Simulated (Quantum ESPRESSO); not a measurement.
# Canted and collinear textures of FeClO

The moments of FeClO start in several directions and relax. Which textures last, and at what energy?

Method: LDA with U = 3.6 eV on Fe d (ortho-atomic projectors); plane waves with GBRV 1.5 LDA potentials, no spin-orbit coupling, in Quantum ESPRESSO 7.5.

Most raw output is cut from this account.

## 1. Set-up

Symmetry: Pmmn, No. 59, orthorhombic system. Conventional cell: a = 3.302 Å, b = 3.780 Å, c = 7.917 Å, α = 90.00°, β = 90.00°, γ = 90.00°. Fe has 4 O at 1.96 to 2.10 Å and 2 Cl at 2.37 Å nearest. Nearest to Cl lie 2 Fe at 2.37 Å. Nearest to O lie 4 Fe at 1.96 to 2.10 Å. Farther neighbours and most contacts between anions are not listed.

The cell comes from the Crystallography Open Database.

## 2. Start 1: collinear parallel

Contents of pw.in:

```
&CONTROL
  calculation = 'scf'
  prefix = 'pwscf'
  outdir = './tmp'
  pseudo_dir = './pseudo'
  disk_io = 'nowf'
/
&SYSTEM
  ibrav = 0
  celldm(1) = 8
  nat = 6
  ntyp = 3
  ecutwfc = 34
  ecutrho = 238
  nbnd = 78
  occupations = 'smearing'
  smearing = 'fd'
  degauss = 0.00734986
  noncolin = .true.
  starting_magnetization(1) = 0.25
  angle1(1) = 0
  angle2(1) = 0
  starting_magnetization(2) = 0
  starting_magnetization(3) = 0
  nosym = .true.
/
&ELECTRONS
  conv_thr = 1.2d-08
  electron_maxstep = 150
  mixing_beta = 0.3
/
ATOMIC_SPECIES
Fe     55.8450 fe_lda_v1.5.uspp.F.UPF
Cl     35.4500 cl_lda_v1.4.uspp.F.UPF
O      15.9990 o_lda_v1.2.uspp.F.UPF
CELL_PARAMETERS alat
   0.7799844579393    0.0000000000000    0.0000000000000
   0.0000000000000    0.8928955938857    0.0000000000000
   0.0000000000000    0.0000000000000    1.8701202160828
ATOMIC_POSITIONS crystal
Fe      0.5000000000    0.0000000000    0.1156800000
Fe      0.0000000000    0.5000000000    0.8843200000
Cl      0.0000000000    0.0000000000    0.3300300000
Cl      0.5000000000    0.5000000000    0.6699700000
O       0.0000000000    0.0000000000    0.9516800000
O       0.5000000000    0.5000000000    0.0483200000
K_POINTS automatic
4 4 2 0 0 0
HUBBARD {ortho-atomic}
U Fe-3d 3.6000
```

Run with:

```bash
> OMP_NUM_THREADS=1 mpirun -n 4 pw.x -nk 4 -in pw.in > pw.out
```

Elapsed: 84 s, on 4 MPI ranks of Arm Neoverse V1, shared host; peak memory 0.72 GiB; 5.6 min of CPU time.

Spin moment in the atom's sphere by atom:

```tsv
atom	x (μB)	y (μB)	z (μB)	size
Fe1	0.00	0.00	3.85	3.85
Fe2	0.00	0.00	3.85	3.85
Cl3	0.00	0.00	0.21	0.21
Cl4	0.00	0.00	0.21	0.21
O5	0.00	0.00	0.43	0.43
O6	0.00	0.00	0.43	0.43
```

Numbers from this step:

* smearing term TS: 0.002830 eV
* magnetization: 0, 0, 9.996 μB
* absolute magnetization: 9.999 μB
* final state: ferromagnetic

## 3. Start 2: collinear alternating

Changes to pw.in since step 2:

```diff
@@ -11,3 +11,3 @@
   nat = 6
-  ntyp = 3
+  ntyp = 4
   ecutwfc = 34
@@ -22,4 +22,7 @@
   angle2(1) = 0
-  starting_magnetization(2) = 0
+  starting_magnetization(2) = 0.25
+  angle1(2) = 180
+  angle2(2) = 0
   starting_magnetization(3) = 0
+  starting_magnetization(4) = 0
   nosym = .true.
@@ -32,3 +35,4 @@
 ATOMIC_SPECIES
-Fe     55.8450 fe_lda_v1.5.uspp.F.UPF
+Fe1    55.8450 fe_lda_v1.5.uspp.F.UPF
+Fe2    55.8450 fe_lda_v1.5.uspp.F.UPF
 Cl     35.4500 cl_lda_v1.4.uspp.F.UPF
@@ -40,4 +44,4 @@
 ATOMIC_POSITIONS crystal
-Fe      0.5000000000    0.0000000000    0.1156800000
-Fe      0.0000000000    0.5000000000    0.8843200000
+Fe1     0.5000000000    0.0000000000    0.1156800000
+Fe2     0.0000000000    0.5000000000    0.8843200000
 Cl      0.0000000000    0.0000000000    0.3300300000
@@ -49,2 +53,3 @@
 HUBBARD {ortho-atomic}
-U Fe-3d 3.6000
+U Fe1-3d 3.6000
+U Fe2-3d 3.6000
```

Wall time 83 s (4 MPI ranks); peak memory 0.73 GiB.

Spin moment in the atom's sphere by atom:

```tsv
atom	x (μB)	y (μB)	z (μB)	size
Fe1	0.00	0.00	3.82	3.82
Fe2	0.00	0.00	-3.82	3.82
Cl3	0.00	0.00	0.19	0.19
Cl4	0.00	0.00	-0.19	0.19
O5	0.00	0.00	-0.02	0.02
O6	0.00	0.00	0.02	0.02
```

Numbers from this step:

* smearing term TS: 0.002548 eV
* magnetization: 0, 0, 0 μB
* absolute magnetization: 9.062 μB
* final state: antiferromagnetic

## 4. Start 3: two sublattices 30 degrees apart

Changes to pw.in since step 3:

```diff
@@ -20,7 +20,7 @@
   starting_magnetization(1) = 0.25
-  angle1(1) = 0
+  angle1(1) = 90
   angle2(1) = 0
   starting_magnetization(2) = 0.25
-  angle1(2) = 180
-  angle2(2) = 0
+  angle1(2) = 90
+  angle2(2) = 30
   starting_magnetization(3) = 0
```

Wall time 4.4 min (4 MPI ranks); peak memory 0.73 GiB; 18 min of CPU time.

Spin moment in the atom's sphere by atom:

```tsv
atom	x (μB)	y (μB)	z (μB)	size
Fe1	3.72	0.99	0.00	3.85
Fe2	3.72	0.99	0.00	3.85
Cl3	0.21	0.06	0.00	0.21
Cl4	0.21	0.06	0.00	0.21
O5	0.41	0.11	0.00	0.43
O6	0.41	0.11	0.00	0.43
```

This step gave:

| Item | Value |
| --- | --- |
| smearing term TS | 0.002831 eV |
| magnetization | 9.658, 2.576, 0 μB |
| absolute magnetization | 9.999 μB |
| final state | ferromagnetic |

## 5. Start 4: random 2

Changes to pw.in since step 4:

```diff
@@ -20,7 +20,7 @@
   starting_magnetization(1) = 0.25
-  angle1(1) = 90
-  angle2(1) = 0
-  starting_magnetization(2) = 0.25
-  angle1(2) = 90
-  angle2(2) = 30
+  angle1(1) = 67.479
+  angle2(1) = -55.364
+  starting_magnetization(2) = 0.2501
+  angle1(2) = 138.73
+  angle2(2) = -14.478
   starting_magnetization(3) = 0
```

Wall time 21 min (4 MPI ranks); peak memory 0.73 GiB.

Residual by cycle:

cycle, log10 residual and a bar from the least value:
```
        1        1.3 ##############################
       15       -3.5 
       28       -2.7 #####
       42       -2.3 #######
       55       -1.8 ##########
       69       -2.4 #######
       82       -1.4 #############
       96       -3.0 ####
      109       -3.2 ##
      123       -0.9 ################
      136       -1.7 ###########
      150       -2.4 #######
```

The run stopped without converging, so none of its numbers is a property of the system.

After 150 cycles the residual stands at 0.0041, against 0.0016 at cycle 76 and a least value of 2.1e-4. The cap of 150 cycles in the input ended the loop.

## 6. What a mistake does

As a test, an input with a fault in it is run.

Contents of pw.in:

```
&CONTROL
  calculation = 'scf'
  prefix = 'pwscf'
  outdir = './tmp'
  pseudo_dir = './pseudo'
  disk_io = 'nowf'
/
&SYSTEM
  ibrav = 0
  nat = 6
  ntyp = 4
  ecutwfc = 34
  ecutrho = 238
  nbnd = 43
  occupations = 'smearing'
  smearing = 'fd'
  degauss = 0.00734986
  nspin = 2
  starting_magnetization(1) = 0.25
  starting_magnetization(2) = 0
  starting_magnetization(3) = 0
/
&ELECTRONS
  conv_thr = 1.2d-08
  electron_maxstep = 100
  mixing_beta = 0.3
/
ATOMIC_SPECIES
Fe     55.8450 fe_lda_v1.5.uspp.F.UPF
Cl     35.4500 cl_lda_v1.4.uspp.F.UPF
O      15.9990 o_lda_v1.2.uspp.F.UPF
CELL_PARAMETERS angstrom
   3.3020000000    0.0000000000    0.0000000000
   0.0000000000    3.7800000000    0.0000000000
   0.0000000000    0.0000000000    7.9170000000
ATOMIC_POSITIONS crystal
Fe      0.5000000000    0.0000000000    0.1156800000
Fe      0.0000000000    0.5000000000    0.8843200000
Cl      0.0000000000    0.0000000000    0.3300300000
Cl      0.5000000000    0.5000000000    0.6699700000
O       0.0000000000    0.0000000000    0.9516800000
O       0.5000000000    0.5000000000    0.0483200000
K_POINTS automatic
4 4 2 0 0 0
HUBBARD {ortho-atomic}
U Fe-3d 3.6000
```

Wall time 0.5 s (4 MPI ranks); peak memory 0.05 GiB.

The program refused the input before any cycle.

The program's message: “card_atomic_species (5010): cannot read atomic specie from: CELL_PARAMETERS angstrom”

The fault put into the input: a wrong number of types.

## 7. The textures together

Textures, by row:

```tsv
start	final state	energy over the lowest (meV a seeded atom)	smallest moment (μB)	largest moment (μB)	net moment (μB a cell)	angles to the first moment (degrees)
collinear parallel	ferromagnetic	55.49	3.852	3.852	9.996	0
collinear alternating	antiferromagnetic	0	3.816	3.816	0	180
two sublattices 30 degrees apart	ferromagnetic	55.49	3.852	3.852	9.996	0
```

## 8. What came out

| Quantity | Value |
| --- | --- |
| lowest start | collinear alternating |
| its final state | antiferromagnetic |
| its moments | 3.82 μB |
| its net moment | 0 μB a cell |

In words: No finished start ends non-collinear. The mesh is coarse, so differences of some ten meV can be noise where moments are itinerant. Without spin–orbit coupling only the angles between moments matter. The start random 2 did not finish and is not in the table. The cell holds only so many moments, so longer spirals cannot form in it. Energies are free energies at an electronic temperature of 1160 K, which lowers moments and differences where the moments are itinerant. The cutoff lies under the 40 Ry that these files are usually run at.

[Logs and program files are shortened in this print: banners, set-up blocks, solver, clock and traceback lines can be left out without a mark of their own.]

[Logs are printed without paths, hosts, clocks, repeated set-up lines and the standing remarks that a program may print on its own settings, such as how far it seeks lower states.]

[Hosts, paths, dates, database ids (printed as entryN), source tags and the programs' standing remarks are cut or masked in the printed files.]

[Where a cell is said to come from a database of computed structures, the database is the Materials Project.]
